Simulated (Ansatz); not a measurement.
# Si3N4 (P6_3/m): band gap by G0W0 on LDA

Aim: the quasiparticle gap of Si3N4 (P6_3/m), starting from LDA.

Main program and level: Ansatz 0.2.0; LDA, then G0W0 on it, plane waves, PAW.

### Step 1. The structure

It takes space group P6_3/m (No. 176, hexagonal). Conventional cell: a = 7.604 Å, b = 7.604 Å, c = 2.906 Å, α = 90.00°, β = 90.00°, γ = 120.00°. Nearest to Si lie 4 N at 1.73 to 1.74 Å. N has 3 Si at 1.74 Å nearest. Nearest to N lie 3 Si at 1.73 Å. Farther neighbours and most contacts between anions are not listed.

Coordinates:

```xyz
14
Lattice="7.6044 0.0000 0.0000 -3.8022 6.5856 0.0000 0.0000 0.0000 2.9063" Properties=species:S:1:pos:R:3 pbc="T T T"
Si    5.1801    1.1496    0.7266
Si    1.5945    5.0609    2.1797
Si    4.0188    3.9113    0.7266
Si   -1.3779    5.4360    2.1797
Si    2.2077    1.5247    0.7266
Si   -0.2166    2.6743    2.1797
N    -1.0237    2.1748    0.7266
N     5.2091    0.2009    2.1797
N     2.4306    4.6116    0.7266
N     4.8259    4.4108    2.1797
N    -1.4069    6.3847    0.7266
N     1.3716    1.9740    2.1797
N     3.8022    2.1952    0.7266
N     0.0000    4.3904    2.1797
```

The cell and positions come from the Crystallography Open Database and are kept as given unless a step says otherwise. The default PAW set here is soft_2. Its files were made with PBE.

### Step 2. The LDA band structure

Levels along a band path and on the mesh show where this functional puts the band edges.

This step: DFT, LDA, plane waves, PAW.

Input file input.yaml:

```yaml
crystal:
  lattice:
    - [7.6044, 0.0, 0.0]
    - [-3.8022, 6.5856035805, 0.0]
    - [0.0, 0.0, 2.9063]
  atoms:
    - { symbol: Si, position: [0.768477, 0.174557, 0.25] }
    - { symbol: Si, position: [0.59392, 0.768477, 0.75] }
    - { symbol: Si, position: [0.825443, 0.59392, 0.25] }
    - { symbol: Si, position: [0.231523, 0.825443, 0.75] }
    - { symbol: Si, position: [0.40608, 0.231523, 0.25] }
    - { symbol: Si, position: [0.174557, 0.40608, 0.75] }
    - { symbol: "N", position: [0.0305, 0.33024, 0.25] }
    - { symbol: "N", position: [0.70026, 0.0305, 0.75] }
    - { symbol: "N", position: [0.66976, 0.70026, 0.25] }
    - { symbol: "N", position: [0.9695, 0.66976, 0.75] }
    - { symbol: "N", position: [0.29974, 0.9695, 0.25] }
    - { symbol: "N", position: [0.33024, 0.29974, 0.75] }
    - { symbol: "N", position: [0.6666666667, 0.3333333333, 0.25] }
    - { symbol: "N", position: [0.3333333333, 0.6666666667, 0.75] }
kpoints:
  mp_grid: { grid: [6, 6, 8] }
  band_path:
    path:
      - [[0.0, 0.0, 0.0], [0.5, 0.0, 0.0], [0.33333333, 0.33333333, 0.0], [0.0, 0.0, 0.0], [0.0, 0.0, 0.5], [0.5, 0.0, 0.5], [0.33333333, 0.33333333, 0.5], [0.0, 0.0, 0.5]]
      - [[0.5, 0.0, 0.5], [0.5, 0.0, 0.0]]
      - [[0.33333333, 0.33333333, 0.5], [0.33333333, 0.33333333, 0.0]]
    npoints: 10
hamiltonian:
  xc: lda
scf:
  occupations: { method: fermi_dirac, width: 0.02 }
  n_extra_bands: 8
output:
  eigenvalues: true
```

Run with:

```
$ ansatz run input.yaml --threads 16 --pin off --max-ram 82944MiB --backend cuda --events-out ev --progress --plain --runs-dir out --devices 1 --max-vram 78GiB
```

Numbers of over 12 decimals in the logs are rounded to 6 here.

Log:

```text
scf.n_extra_bands = 8 over 32 filled bands (N_el = 64.0): the run solves 40 bands
GPUs: using 1 of 1 available (devices: 1).
Engine: ansatz 0.2.0, aarch64-unknown-linux-gnu
Pseudopotentials: kind: paw
Pseudopotential: Si, paw, valence charge 4, recommended cutoff 420 eV (normal), Si.paw.azcp
Pseudopotential: N, paw, valence charge 5, recommended cutoff 420 eV (normal), N.paw.azcp
Functional definition: SPW92
  exchange = slater_x
  correlation = pw_c
device memory: the entry about to start is reckoned to put 3.9 GiB on a device that reports 104.2 GiB free (of which the cap on the GPU budget leaves the run 78.0 GiB)
GPU FFT provider: cuFFT
GPU libraries: cuBLAS 13.8.1, cuFFT 12.4.0, cuSOLVER 12.3.2
GPU matrix products: emulated (plane waves: as basis.precision tells), large ones in fixed point in workspaces of 1.00 GiB
Crystal: 14 atoms, lattice volume = 145.546 Å³
Basis set: ecut = 420 eV, 2823 PW (Γ)
Bands: 40, of which v1, the nominal top of the filled ones, is band 32 counted from 1 (31 counted from 0)
Symmetry: 12 space group operations
Space group: P63/m (ITA 176), of the structure as read, at distance tolerance 5.3e-5 Å
k-points: 40 of 288
Non-local potential: Si, projectors of the file, l = 0: 2, l = 1: 2, l = 2: 2
Non-local potential: N, projectors of the file, l = 0: 2, l = 1: 2, l = 2: 1
PAW form: soft (Blöchl's): semilocal exchange-correlation on the pseudo side does not see the compensation charge
PAW frozen core: Si, regenerated for the run's functional, and the local potential with it (the file was generated under x = pbe(κ = 0.804, μ = 0.219515), c = pbe(β = 0.066725))
PAW frozen core: N, regenerated for the run's functional, and the local potential with it (the file was generated under x = pbe(κ = 0.804, μ = 0.219515), c = pbe(β = 0.066725))
PAW one-centre angular grid: Si, 110 points (default); XC on 64 Gauss nodes
PAW one-centre angular grid: N, 110 points (default); XC on 64 Gauss nodes
Initial density: superposition of atomic densities (neutral atoms: chi_scale 0, normalization atom), corrected by the library's trained network
Initial wavefunctions: pseudopotential atomic-orbital guess
GPU buffer pool allocated for 58320 grid points (all kernels)
GPU transforms: local potential and band sums: pruned to the plane-wave sphere, on 54×54×20
Functional: x = slater, c = lda
SCF iter   1: F=—  HF=-6660.729220 eV  |F-HF|=—  |Δ(HF+E_count)|=         —  Δρ=9.16e-3  dr2=1.23e-1  ethr=1.77e-3  ⟨swp⟩=9.7  Hψ=8867  notcnv=0
preconditioner: auto → Resta (q_TF=auto, 2.379 Å⁻¹)  ε∞=4.5  [insulator: Δε(μ)=4.040 eV  Ē_g=13.144 eV  σ=0.020 eV  W_gap=1.00  n_scr=32 (ndim 8)  ℏωp=24.6 eV  f_vac=0.034  D(μ)=0.00/eV (n_scr^D=0)  ε∞_Penn≈4.5]
SCF iter   2: F=—  HF=-6660.694043 eV  |F-HF|=—  |Δ(HF+E_count)|=   3.52e-2  Δρ=3.33e-3  dr2=8.64e-3  ethr=1.92e-4  ⟨swp⟩=2.2  Hψ=3137  notcnv=0  defer=80
SCF iter   3: F=—  HF=-6660.691513 eV  |F-HF|=—  |Δ(HF+E_count)|=   2.53e-3  Δρ=1.35e-3  dr2=1.38e-3  ethr=1.35e-5  ⟨swp⟩=1.7  Hψ=2014  notcnv=0  defer=80
SCF iter   4: F=—  HF=-6660.691051 eV  |F-HF|=—  |Δ(HF+E_count)|=   4.62e-4  Δρ=1.18e-4  dr2=2.11e-5  ethr=2.15e-6  ⟨swp⟩=2.0  Hψ=2799  notcnv=0  defer=80
SCF iter   5: F=—  HF=-6660.691101 eV  |F-HF|=—  |Δ(HF+E_count)|=   4.93e-5  Δρ=3.91e-5  dr2=2.83e-6  ethr=3.29e-8  ⟨swp⟩=2.9  Hψ=3031  notcnv=0  defer=80
SCF iter   6: F=—  HF=-6660.691101 eV  |F-HF|=—  |Δ(HF+E_count)|=   5.50e-8  Δρ=2.40e-5  dr2=9.11e-7  ethr=4.43e-9  ⟨swp⟩=2.0  Hψ=2683  notcnv=0  defer=80
SCF iter   7: F=-6660.691101 eV  HF=-6660.691101 eV  |F-HF|=1.08e-8  |Δ(HF+E_count)|=   8.70e-8  Δρ=3.86e-6  dr2=4.19e-8  ethr=1.56e-10  ⟨swp⟩=8.9  Hψ=6036  notcnv=0
SCF 1 converged in 7 iterations: F = -6660.691101 eV  dr2 = 4.19e-8
  greatest PAW one-centre occupation: 0.784 electrons in one spin orbital (limit 2), on the N atom at site 13 (counted from 0), in its partial waves of l = 0
device memory: the entry about to start is reckoned to put 6.1 GiB on a device that reports 104.2 GiB free (of which the cap on the GPU budget leaves the run 78.0 GiB)
NSCF: frozen V_eff on 93 k-points, pencils in batches of 32, up to order 176
SCF converged after 7 iterations
Free energy (F): -6660.691101 eV
Harris-Foulkes:  -6660.691101 eV  (|F-HF|=1.08e-8)
Internal energy: -6660.691101 eV  (E = F + TS)
E sigma→0 (E₀):  -6660.691101 eV
Fermi energy:    10.094982 eV
--- Per-component energies (eV) ---
  E_band       = 47.727937
  E_kinetic    = 1348.989530
  E_local      = -2160.120257  (includes V_loc(G=0)·N_el)
  E_nonlocal   = 527.935440
  E_hartree    = 712.687468
  E_xc         = -818.151826
  E_vxc        = -909.041209  (∫ρ·V_xc dr)
  E_paw        = -3868.226219  (= ΣΔE_a)
  E_vpaw       = -185.411308  (= ΣTr[D̂ρ^β])
  E_aug_tail   = 0.000795  (compensation charges beyond the density's cutoff)
  E_ewald      = -2404.952369
  E_core_change = 1.146337  (= ΣΔE_core)
  E_smearing   = -0.000000  (= −TS)
  E_closure    = -0.000000  (closes the sum)
  Σ components = -6660.691101   (vs F -6660.691101, Δ=0.00e0)
--- Band table (eV; the first three rows and the last of 40) ---
  k-point 0: bands = [... 28 lower, 6.7064, 7.5477, 7.6214, 7.8185, 12.1745, 12.6189, 12.7789, 12.7789, ... 4 higher]
  k-point 1: bands = [... 28 lower, 6.7375, 6.9198, 7.1009, 8.0035, 13.1929, 13.3061, 13.6245, 13.6245, ... 4 higher]
  k-point 2: bands = [... 28 lower, 6.4077, 6.6698, 6.6698, 7.9467, 13.5591, 13.5591, 14.3139, 14.5854, ... 4 higher]
  k-point 39: bands = [... 28 lower, 6.5859, 6.5859, 6.8864, 6.8864, 12.8984, 12.8984, 13.6758, 13.6758, ... 4 higher]
```

Wall time 1.2 s (1 × NVIDIA GB200 (shared by 2 runs) with 16 threads of Arm Neoverse V2, shared host); peak memory 1.1 GiB; 2.5 s of CPU time.

In the SCF lines HF is the Harris–Foulkes energy and dr2 the Hartree energy of the density residual, in eV; the loop may stop once dr2 is under the threshold and the program's other checks hold. Hψ counts applications of the Hamiltonian.

This step gave:

| Item | Value |
| --- | --- |
| filled bands | 32 |
| gap | 4.156 eV |
| valence top at | k = (0.000, 0.000, 0.150) |
| conduction bottom at | Γ |
| least direct gap | 4.356 eV |

Over mesh and path the gap is 4.156 eV, from k = (0.000, 0.000, 0.150) to k = Γ. The least direct gap found is 4.356 eV, at k = Γ. On the 6×6×8 mesh alone the same run gives 4.171 eV, so that mesh misses an edge of LDA: 4.171 − 4.156 = +0.015 eV.

The electronic bands at the labelled points (eV, zero at the top of the highest nominally filled band):

```csv
point,band 29,band 30,band 31,band 32,band 33,band 34,band 35,band 36
Γ,-1.31,-0.47,-0.40,-0.20,4.16,4.60,4.76,4.76
halfway,-1.37,-0.57,-0.41,-0.22,4.30,4.62,4.79,4.88
M,-1.38,-0.79,-0.33,-0.26,4.47,4.57,4.71,5.15
halfway,-1.38,-0.90,-0.32,-0.27,4.53,4.60,4.72,5.24
K,-1.16,-1.16,-0.29,-0.29,4.55,4.70,4.70,5.43
halfway,-1.43,-0.63,-0.40,-0.22,4.35,4.68,4.70,4.97
Γ,-1.31,-0.47,-0.40,-0.20,4.16,4.60,4.76,4.76
halfway,-1.61,-1.35,-1.35,-0.07,5.54,5.54,6.30,6.57
A,-1.65,-1.65,-1.38,-1.38,4.55,4.55,4.55,4.55
halfway,-1.60,-1.60,-1.19,-1.19,4.59,4.59,4.98,4.98
L,-1.53,-1.53,-1.07,-1.07,4.64,4.64,5.68,5.68
halfway,-1.49,-1.49,-1.10,-1.10,4.75,4.75,5.71,5.71
H,-1.43,-1.43,-1.13,-1.13,4.88,4.88,5.66,5.66
halfway,-1.58,-1.58,-1.16,-1.16,4.63,4.63,5.08,5.08
A,-1.65,-1.65,-1.38,-1.38,4.55,4.55,4.55,4.55
jump to L,-1.53,-1.53,-1.07,-1.07,4.64,4.64,5.68,5.68
halfway,-1.51,-1.34,-0.98,-0.62,5.17,5.24,5.97,6.06
M,-1.38,-0.79,-0.33,-0.26,4.47,4.57,4.71,5.15
jump to H,-1.43,-1.43,-1.13,-1.13,4.88,4.88,5.66,5.66
halfway,-1.67,-1.33,-0.87,-0.87,5.10,5.55,5.55,6.16
K,-1.16,-1.16,-0.29,-0.29,4.55,4.70,4.70,5.43
```

[end of part 1 of 2]

[Paths, hosts, dates, memory and timing lines, banners, echoed tables and standing remarks are left out of the program output.]

[Logs are printed without paths, hosts, clocks, repeated set-up lines and the standing remarks that a program may print on its own settings, such as how far it seeks lower states.]

[Runs of the session that timed out or met a known fault of the program may be left out.]

[Cells called generated may have been cut or substituted from an entry of the Crystallography Open Database or the Materials Project.]

[Hosts, paths, dates, database ids (printed as entryN), source tags and the programs' standing remarks are cut or masked in the printed files.]

[Where an RPA ε∞ is given, it is that of the G0W0 mesh and is not shown converged in it. Names of k-points follow the symmetry that the program found, which can be lower than the space group named. Band edges on a path are those of the sampled points; other points can move an edge, and change direct to indirect where valleys lie close.]

[Hybrid gaps are those of their k-mesh and are not shown converged in it.]
